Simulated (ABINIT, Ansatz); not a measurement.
Records of electronic-structure calculations.

```json
{"subject": "PbO (P4/nmm): G0W0 with ABINIT, start to end", "lattice_ang": [[3.9748, 0.0, 0.0], [0.0, 3.9748, 0.0], [0.0, 0.0, 5.0227]], "atoms": [["Pb", 0.0, 0.5, 0.2385], ["Pb", 0.5, 0.0, 0.7615], ["O", 0.0, 0.0, 0.0], ["O", 0.5, 0.5, 0.0]], "method": "RPA screening on PBE, plane waves, norm-conserving pseudopotentials (and 2 further levels or steps)", "program": "ABINIT 10.8.3", "settings": "cutoff 36 Ha, PseudoDojo scalar-relativistic 0.4.1 standard, norm-conserving, ngkpt (4, 4, 4), nband 256, ecuteps 8 Ha, inclvkb 2, shiftk (0, 0, 0), symchi 1, awtr 1, frequency ppm, 4×4×4 k-mesh", "cost": "5 runs, 15 min in all on 8 MPI ranks of Arm Neoverse V2, shared host", "notes": "The database entry behind the starting cell differs from other determinations of this structure. The program’s warnings: nkpt*nsppol () is not a multiple of nproc spkpt (). The cell and positions come from the Crystallography Open Database and are kept as given unless a step says otherwise. Limits: no spin-orbit coupling. The 4×4×4 mesh is coarse for this cell, which bears on the long-range parts of exchange and screening. The norm-conserving file of at least one element keeps a d shell over frozen s and p shells of the same row. Exchange with those shells is missing from the self-energy, an error of 0.3 to 0.9 eV in cases checked, whose sign depends on which edge lies on those atoms.", "results": {"pbe_gap": "1.15 eV, indirect", "g0w0_gap_on_the_mesh": "1.33 eV", "gw_settings": "4×4×4 mesh, 256 bands, screening to 217.7 eV, Godby-Needs plasmon pole", "known_limits": "short of the basis limit; exchange with frozen shells missing; no spin-orbit coupling; coarse k mesh"}}
```

[Long decimals in the printed logs are rounded to 6 places.]

[Logs are printed without paths, hosts, clocks, repeated set-up lines and the standing remarks that a program may print on its own settings, such as how far it seeks lower states.]

[Paths, hosts, dates, memory and timing lines, banners, echoed tables and standing remarks are left out of the program output; an Ansatz launch command may be rebuilt from the run's recorded settings. Measured values are a selection of at most five: reports struck by readers or far from the other reports are left out. None is set beside runs whose start may be inverted or whose files or cutoffs have a known fault.]

[Runs of the session that timed out or met a known fault of the program may be left out.]

[Hosts, paths, dates, database ids (printed as entryN), source tags and the programs' standing remarks are cut or masked in the printed files.]

[G0W0 gaps are taken among the corrected bands and points alone; a level outside them can change the order at an edge.]

[Where Ansatz stands beside ABINIT at settings called matched, ABINIT's density can come from a denser mesh and the files from another edition; pairs whose starting gaps differed by over 0.03 eV were left out, so agreement reads better than it is.]
